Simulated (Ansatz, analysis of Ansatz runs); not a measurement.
# Li-H pair in ZnO: local vibrational mode against experiment, part 2 of 2

Aim: the local vibrational mode of the Li-H pair in ZnO, to be set beside the measurement. Set-up: PBE, 72-site cell, measured lattice, 420 eV, k: the single point 1/4 1/4 1/4. The model is a cell of 72 host atoms with Li put on another atom's site and H put in between. The frequencies come from force constants among the defect atom and its neighbours, with the masses of the isotopes named. The measured lattice removes the functional's error in the volume.

Ansatz 0.2.0; PBE, 72-site cell, measured lattice, 420 eV, k: the single point 1/4 1/4 1/4.

So far: Set-up; Relaxation, charge 0.

### Step 2. Relaxation, charge 0 (continued)

Level of this step: plane-wave PAW DFT, PBE; relaxation of all atoms of a defect supercell (Ansatz).

The steps of the relaxation:

```
step  energy less that of the first step (eV)  largest force component (eV/Å)
   1                                   0.0000                          1.9843
   2                                  -0.5447                          1.0515
   3                                  -0.7759                          2.8615
   4                                  -0.8669                          0.2118
   5                                  -0.8722                          0.0524
   6                                  -0.8738                          0.0567
   7                                  -0.8740                          0.0180
   8                                  -0.8740                          0.0116
   9                                  -0.8741                          0.0084
```

The atoms that moved most (Å, from the sites as typed, ahead of the random displacement):

```
atom      dx      dy      dz  length
Li38  -0.014   0.006  -0.419   0.419
 O39   0.006  -0.002  -0.128   0.128
 H73   0.027  -0.009  -0.111   0.115
Zn61   0.076   0.047   0.058   0.107
 O35  -0.006   0.003   0.107   0.107
Zn29  -0.002  -0.088   0.056   0.104
Zn34   0.004  -0.002   0.098   0.098
Zn37  -0.074   0.043   0.048   0.098
```

The atoms nearest to the centre after the run:

```
atom  distance (Å)
 H73         0.516
Li38         1.486
 O39         1.488
 O60         2.216
 O28         2.219
 O36         2.233
Zn37         2.824
Zn29         2.834
Zn61         2.836
```

Neighbours of the added atoms: H73: O39 0.97, Li38 2.00, Zn61 2.48 Å.

This step gave:

| Quantity | Value |
| --- | --- |
| free energy | -136829.1671 eV |

The relaxation ends 12 meV an atom lower than the displaced start, with a largest force component of 0.0084 eV/Å.

### Step 3. Local vibrational modes

A local mode lives on the defect and the atoms next to it, so only the sites listed in the input are displaced, which costs far fewer SCF runs than the whole cell would.

This step: plane-wave PAW DFT, PBE; finite-displacement force constants among the atoms nearest to a defect, the others at rest.

modes/input.yaml reads:

```yaml
crystal:
  lattice:
    - [9.74792405, 0.0, 0.0]
    - [-4.87396202, 8.44194986, 0.0]
    - [0.0, 0.0, 10.411418]
  atoms:
    - { symbol: Zn, position: [0.110467728, 0.222190944, 0.25103969] }
    - { symbol: Zn, position: [0.221114938, 0.109836686, 1.4425e-05] }
[... 3 atom lines left out ...]
    - { symbol: Zn, position: [0.227643011, 0.114671237, 0.498320898] }
[... 7 atom lines left out ...]
    - { symbol: Zn, position: [0.227072311, 0.445284965, 0.49824921] }
[... 13 atom lines left out ...]
    - { symbol: O, position: [0.446662324, 0.22566372, 0.440509819] }
    - { symbol: Zn, position: [0.439050862, 0.211649809, 0.754825772] }
[... 6 atom lines left out ...]
    - { symbol: O, position: [0.445477587, 0.554438913, 0.439673797] }
    - { symbol: Zn, position: [0.439479806, 0.560523185, 0.754050165] }
    - { symbol: Li, position: [0.554561571, 0.444974868, 0.416042029] }
    - { symbol: O, position: [0.556087033, 0.444106746, 0.701677381] }
[... 20 atom lines left out ...]
    - { symbol: O, position: [0.773960637, 0.552983524, 0.440670898] }
    - { symbol: Zn, position: [0.788462093, 0.560977306, 0.75506882] }
[... 8 atom lines left out ...]
    - { symbol: Zn, position: [0.88503671, 0.772091847, 0.498355328] }
[... 2 atom lines left out ...]
    - { symbol: H, position: [0.557833658, 0.443196338, 0.608185006] }
basis:
  ecutwfc: 420
  xc_grid: 2
hamiltonian:
  xc: pbe
kpoints:
  mp_grid: { grid: [1, 1, 1], shift: [0.25, 0.25, 0.25] }
scf:
  occupations: { method: fermi_dirac, width: 0.01 }
  max_iter: 120
output: {}
checkpoint:
  read: "../relax.run"
phonons:
  supercell: [1, 1, 1]
  displaced_sites: [28, 37, 38, 60, 72]
```

Launch:

```bash
> ansatz run input.yaml --threads 2 --pin off --max-ram 4710MiB --backend cpu --events-out ev --progress --plain --runs-dir out
```

Numbers of over 12 decimals in the logs are rounded to 6 here.

Log:

```text
[...]
Crystal: 73 atoms, lattice volume = 856.771 Å³
Basis set: ecut = 420 eV, 16751 PW (Γ), exchange–correlation on 144×144×144 points (8 copies of the dense FFT grid, shifted against one another)
Bands: 393, of which v1, the nominal top of the filled ones, is band 320 counted from 1 (319 counted from 0)
Symmetry: 1 space group operations
k-points: 1
[...]
Stability of the state it starts from, as read at its close in the unpolarized treatment: not read negative (Ritz values of 1 − χ₀K, real part plus size of imaginary part, from 1.0 to 1.2, by its mixing steps under no symmetry)
[...]
iter 1 solved again at ethr=1.37e-11 eV; its pass at ethr=3.10e-3 eV (dr2=8.77e-8 eV) is discarded
[...]
SCF iter   6: F=-136829.167055 eV  HF=-136829.167055 eV  |F-HF|=5.82e-11  |Δ(HF+E_count)|=  2.91e-11  Δρ=8.65e-8  dr2=5.08e-11  ethr=1.00e-12  ⟨swp⟩=4.0  Hψ=1320  notcnv=0
[...]
symmetry images taken by strict's conditions (phonons.symmetry_images: auto; settled by no image being taken that strict refuses)
  force constants formed among 5 of 73 sites (Zn 28, Li 37, O 38, Zn 60, H 72); the other 68 at rest. The modes move the named sites alone.
  the frequencies, the zero-point energy and the sums are of the block with the acoustic sum rule laid on its rows. Row sums over every site: 1.6e-3 eV/Å² at the most
  transpose residual: 1.4e-4 eV/Å²
  largest component of a force at the reference: 8.4e-3 eV/Å on a named site, 4.3e-3 eV/Å on a site at rest
  frequencies among the named sites at Γ of the cell (cm⁻¹): 121.49 160.14 208.71 220.52 222.79 230.88 318.84 370.33 382.94 399.39 506.02 519.83 664.92 667.46 3648.84
  unstable modes among the named sites: 0
  frequencies as built, with no sum rule (cm⁻¹): 121.49 160.15 208.71 220.52 222.79 230.88 318.86 370.34 382.93 399.45 506.02 519.83 664.90 667.44 3648.84
  zero-point energy: 0.535804 eV/cell   skipped modes (ω ≤ 0): 0
  not written: the harmonic force-constant file, the file of eigenvectors (these modes' are written with the force constants), the density of states and the dispersion, which are of every site
[key lines of the parts left out:]
SCF converged after 6 iterations
Free energy (F): -136829.167055 eV
Fermi energy:    8.093731 eV
```

It took 23 min on 2 threads of Arm Neoverse V2, shared host; peak memory 2.1 GiB.

Numbers from this step:

| Property | Result |
| --- | --- |
| free energy | -136829.1671 eV |

The modes with the largest weight on the probed atoms (the light atom of a pair), for the masses of each isotope. Modes of the displaced atoms (local only where they lie over the host's phonons):

```
isotopes  mode (cm⁻¹)  share of the defect atoms
       H         3649                      0.944
       H        667.5                      0.782
       H          665                      0.793
       D         2653                      0.893
       D        352.2                      0.407
       D          342                       0.34
```

### Step 4. What came out

- distance from the defect atom to its nearest neighbour: 0.974 Å
- O-H stretch, 1H: 3649 cm⁻¹
- O-D stretch, 2H: 2653 cm⁻¹
- time of the whole chain: 28 min on 2 threads

In words: O-H stretch, 1H: computed 3649 cm⁻¹, measured 3577.3 cm⁻¹; 72 cm⁻¹ (2 %) above the measurement. O-D stretch, 2H: computed 2653 cm⁻¹, measured 2644.4 cm⁻¹; 8 cm⁻¹ (0 %) above the measurement. The computed value is harmonic, while the measured line is the anharmonic fundamental, which for X–H stretches usually lies a few per cent lower. Only the named neighbours move, so modes near the host's band are approximate.

[Logs are printed without paths, hosts, clocks, repeated set-up lines and the standing remarks that a program may print on its own settings, such as how far it seeks lower states.]

[Hosts, paths, dates, database ids (printed as entryN), source tags and the programs' standing remarks are cut or masked in the printed files.]

[For some hosts the program warned that the k-mesh of the response run may be too coarse for force constants and the static dielectric constant; such warnings are not shown here.]
